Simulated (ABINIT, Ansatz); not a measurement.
# MgZrF6 (Fm-3m): one start, several treatments of the self-energy, part 2 of 2

Wanted: the gap of MgZrF6 (Fm-3m) under several approximations, with cost.

ABINIT 10.8.3; LDA and many-body steps on it, plane waves. Known limits of the many-body steps: not at the basis limit; no spin-orbit coupling; coarse k mesh.

So far. Step 6 (G0W0, Hybertsen-Louie plasmon pole): Against G0W0 in ABINIT (2×2×2 mesh, 116 bands, screening to 114.3 eV, Godby-Needs plasmon pole), the gap moves by +1.182 eV. Step 7 (One-shot Hartree-Fock): Against G0W0 in ABINIT (2×2×2 mesh, 116 bands, screening to 114.3 eV, Godby-Needs plasmon pole), the gap moves by +8.915 eV.

## 8. Screening, 2×2×2 mesh, 116 bands, screening to 114.3 eV

This step: RPA screening on LDA, plane waves, norm-conserving pseudopotentials.

File run.abi:

```
acell 3*1.0 Angstrom
rprim 
  0.000000000000 3.988016550000 3.988016550000
  3.988016550000 0.000000000000 3.988016550000
  3.988016550000 3.988016550000 -0.000000000000
ntypat 3
znucl 12 40 9
natom 8
typat 1 2 3 3 3 3 3 3
xred 
  0.500000000000 0.500000000000 0.500000000000
  0.000000000000 0.000000000000 0.000000000000
  0.747623080000 0.252376920000 0.252376920000
  0.252376920000 0.747623080000 0.747623080000
  0.252376920000 0.747623080000 0.252376920000
  0.747623080000 0.252376920000 0.747623080000
  0.252376920000 0.252376920000 0.747623080000
  0.747623080000 0.747623080000 0.252376920000
pp_dirpath "pseudos"
pseudos "Mg.upf, Zr.upf, F.upf"
ecut 38
ngkpt 2 2 2
nshiftk 1
shiftk 0 0 0
kptopt 1
chksymbreak 0
istwfk *1
occopt 1
irdwfk 1
optdriver 3
nband 116
ecuteps 4.2
inclvkb 2
awtr 1
symchi 1
gwcalctyp 2
nfreqre 16
freqremax 40 eV
nfreqim 8
spmeth 1
nomegasf 120
indata_prefix "in"
outdata_prefix "out"
tmpdata_prefix "tmp"
```

Run with:

```sh
OMP_NUM_THREADS=1 mpirun -n 4 abinit run.abi > log
```

Numbers of over 12 decimals in the logs are rounded to 6 here.

What it wrote:

```text
.Version 10.8.3 of ABINIT. v10.8.2 released Aug 2026.

 Symmetries : space group Fm -3 m (#225); Bravais cF (face-center cubic)
[... echo of the input left out ...]
== DATASET  1 ==================================================================
-   mpi_nproc: 4, omp_nthreads: 1 (-1 if OMP is not activated)

--- !DatasetInfo
iteration_state: {dtset: 1, }
dimensions: {natom: 8, nkpt: 3, mband: 116, nsppol: 1, nspinor: 1, nspden: 1, mpw: 9608, }
cutoff_energies: {ecut:  38.0, pawecutdg:  -1.0, }
electrons: {nelect:   6.40000000E+01, charge:   0.00000000E+00, occopt:   1.00000000E+00, tsmear:   1.00000000E-02, }

 SCREENING: Calculation of the susceptibility and dielectric matrices

 Based on a program developped by R.W. Godby, V. Olevano, G. Onida, and L. Reining.
 Incorporated in ABINIT by V. Olevano, G.-M. Rignanese, and M. Torrent.
.Using double precision arithmetic ; gwpc =  8

[... cell and pseudopotentials left out ...]
--------------------------------------------------------------------------------

 ==== K-mesh for the wavefunctions ====
 Number of points in the irreducible wedge :     3
[... list of points left out ...]
 Together with 48 symmetry operations and time-reversal symmetry
 yields     8 points in the full Brillouin Zone.

 ==== Q-mesh for the screening function ====
 Number of points in the irreducible wedge :     3
[... list of points left out ...]
 Together with 48 symmetry operations and time-reversal symmetry
 yields     8 points in the full Brillouin Zone.

 setmesh: FFT mesh size selected  =    40x   40x   40
          total number of points  =        64000

 vcoul_init : cutoff-mode = AUXILIARY_FUNCTION
 q-points for optical limit:   1
     1)      0.000010    0.000020    0.000030

- screening: taking advantage of time-reversal symmetry
- Maximum band index for partially occupied states nbvw = 32
- Remaining bands to be divided among processors   nbcw = 84
- Number of bands treated by each node ~21

 Number of electrons calculated from density =   64.0000; Expected =   64.0000
 average of density, n =  0.074762
 r_s =    1.4726
 omega_plasma =   26.3753 [eV]

 calculating chi0 at frequencies [eV] :
  1    0.000000E+00    0.000000E+00
  2    2.666667E+00    0.000000E+00
  3    5.333333E+00    0.000000E+00
[...]
23    0.000000E+00    6.717321E+01
 24    0.000000E+00    9.458062E+01

--------------------------------------------------------------------------------
  q-point number  1        q = ( 0.000000, 0.000000, 0.000000) [r.l.u.]
--------------------------------------------------------------------------------
[... chi0 elements left out ...]
  [... further frequencies ...]

 No. of calculated frequencies >  15, stop printing
 For q-point:  0.000010 0.000020 0.000030
  dielectric constant =   1.9977
  dielectric constant without local fields =   2.2053

  Average fulfillment of the sum rule on Im[epsilon] for q-point    1 :     37.74  [%]
[... wings left out ...]
  q-point number  2        q = ( 0.500000, 0.000000, 0.000000) [r.l.u.]
--------------------------------------------------------------------------------
[... chi0 elements left out ...]
  [... further frequencies ...]

 No. of calculated frequencies >  15, stop printing
  Average fulfillment of the sum rule on Im[epsilon] for q-point    2 :     43.44  [%]

 [... 1 further q-points ...]
```

Wall time 34 s (4 MPI ranks of Arm Neoverse V1, shared host); peak memory 2.2 GiB; 2.2 min of CPU time.

Numbers from this step:

| Property | Result |
| --- | --- |
| ε∞ with local fields, on this mesh, along the program's q direction | 1.998 |
| the same without local fields | 2.205 |
| plasma frequency | 26.38 eV |
| plane waves in the screening matrix | 339 |

## 9. G0W0, contour deformation

This step: G0W0 on LDA, plane waves, norm-conserving pseudopotentials.

Edit run.abi of step 8 so:

```diff
@@ -29,14 +29,14 @@
 irdwfk 1
-optdriver 3
+optdriver 4
 nband 116
+gwcalctyp 2
+ecutsigx 38
+symsigma 1
+nkptgw 1
+kptgw 
+  0.0000000000 0.0000000000 0.0000000000
+bdgw 
+  30 35
 ecuteps 4.2
-inclvkb 2
-awtr 1
-symchi 1
-gwcalctyp 2
-nfreqre 16
-freqremax 40 eV
-nfreqim 8
-spmeth 1
-nomegasf 120
+irdscr 1
 indata_prefix "in"
```

What it wrote:

```text
.Version 10.8.3 of ABINIT. v10.8.2 released Aug 2026.

 Symmetries : space group Fm -3 m (#225); Bravais cF (face-center cubic)
[... echo of the input left out ...]
== DATASET  1 ==================================================================
-   mpi_nproc: 4, omp_nthreads: 1 (-1 if OMP is not activated)

--- !DatasetInfo
iteration_state: {dtset: 1, }
dimensions: {natom: 8, nkpt: 3, mband: 116, nsppol: 1, nspinor: 1, nspden: 1, mpw: 9608, }
cutoff_energies: {ecut:  38.0, pawecutdg:  -1.0, }
[...]
31  -2.402 -22.743 -30.118   5.156   0.785  -0.274 -24.485  -1.742  -4.144
[...]
35   4.421 -16.374  -9.744  -2.766   0.838  -0.194 -13.138   3.237   7.658
       35   0.000   0.000   0.000  -0.000   0.000   0.000  -0.000  -0.000  -0.000

== END DATASET(S) ==============================================================
================================================================================

 -outvars: echo values of variables after computation  --------
           etotal      0.0000000000E+00
            nband         116
             nkpt           3
          spgroup         225
 [... the other variables as echoed above ...]

 Calculation completed.
```

Wall time 5.9 s (4 MPI ranks); peak memory 0.6 GiB; 23 s of CPU time.

This step gave:

| Property | Result |
| --- | --- |
| G0W0 gap on the points computed | 11.80 eV |
| starting gap on the mesh | 6.824 eV |
| k of the valence top | 0, 0, 0 |
| k of the conduction bottom | 0, 0, 0 |
| least direct G0W0 gap on the computed points | 11.80 eV |

Against G0W0 in ABINIT (2×2×2 mesh, 116 bands, screening to 114.3 eV, Godby-Needs plasmon pole), the gap moves by −0.113 eV.

## 10. The runs together

Times are wall times on 4 MPI ranks of Arm Neoverse V1, shared host, good to a factor of about two. A run's time includes the screening step that it read.

| run | mesh | bands | screening cutoff (eV) | DFT gap (eV) | gap on the mesh (eV) | direct (eV) | ε∞ used | time |
| --- | --- | --- | --- | --- | --- | --- | --- | --- |
| G0W0, Godby-Needs plasmon pole | 2×2×2 | 116 | 114.3 | 6.824 | 11.915 | 11.915 | 2.00 | 34 s |
| G0W0, Engel-Farid plasmon pole | 2×2×2 | 116 | 114.3 | 6.824 | 12.067 | 12.067 | 2.00 | 33 s |
| G0W0, Hybertsen-Louie plasmon pole | 2×2×2 | 116 | 114.3 | 6.824 | 13.097 | 13.097 | 2.00 | 34 s |
| one-shot Hartree-Fock | 2×2×2 | - | - | 6.824 | 20.830 | 20.830 | - | 3.9 s |
| G0W0, contour deformation | 2×2×2 | 116 | 114.3 | 6.824 | 11.802 | 11.802 | 2.00 | 39 s |

## 11. Summary of results

```
G0W0, Godby-Needs plasmon pole     : 11.915 eV
G0W0, Engel-Farid plasmon pole     : 12.067 eV
G0W0, Hybertsen-Louie plasmon pole : 13.097 eV
one-shot Hartree-Fock              : 20.830 eV
G0W0, contour deformation          : 11.802 eV
known limits                       : not at the basis limit; no spin-orbit coupling; coarse k mesh
```

G0W0, Engel-Farid plasmon pole: +0.152 eV against G0W0, Godby-Needs plasmon pole. G0W0, Hybertsen-Louie plasmon pole: +1.182 eV against G0W0, Godby-Needs plasmon pole. One-shot Hartree-Fock: +8.915 eV against G0W0, Godby-Needs plasmon pole. G0W0, contour deformation: −0.113 eV against G0W0, Godby-Needs plasmon pole. Bare exchange alone opens the gap to 20.83 eV; against G0W0, correlation takes back 8.91 eV. Bands and cutoff are finite, so the gap is not at the basis limit. The miss can reach some tenths of an eV and take either sign; the mesh is an error of its own. In the first G0W0 run levels were corrected at 1 k point alone, so a gap called «on the mesh» is the least over those, and an edge elsewhere would be missed. The 2×2×2 mesh is coarse for this cell, which bears on the long-range parts of exchange and screening. The many-body steps are scalar-relativistic: spin-orbit coupling is not in them.

[Paths, hosts, dates, memory and timing lines, banners, echoed tables and standing remarks are left out of the program output.]

[Logs are printed without paths, hosts, clocks, repeated set-up lines and the standing remarks that a program may print on its own settings, such as how far it seeks lower states.]

[Runs of the session that timed out or met a known fault of the program may be left out.]

[No measured gap is set beside runs whose start may be inverted or whose files or cutoffs have a known fault.]

[Hosts, paths, dates, database ids (printed as entryN), source tags and the programs' standing remarks are cut or masked in the printed files.]

[G0W0 gaps are taken among the corrected bands and points alone; a level outside them can change the order at an edge.]

[Where Ansatz stands beside ABINIT at settings called matched, ABINIT's density can come from a denser mesh and the files from another edition; pairs whose starting gaps differed by over 0.03 eV were left out, so agreement reads better than it is.]
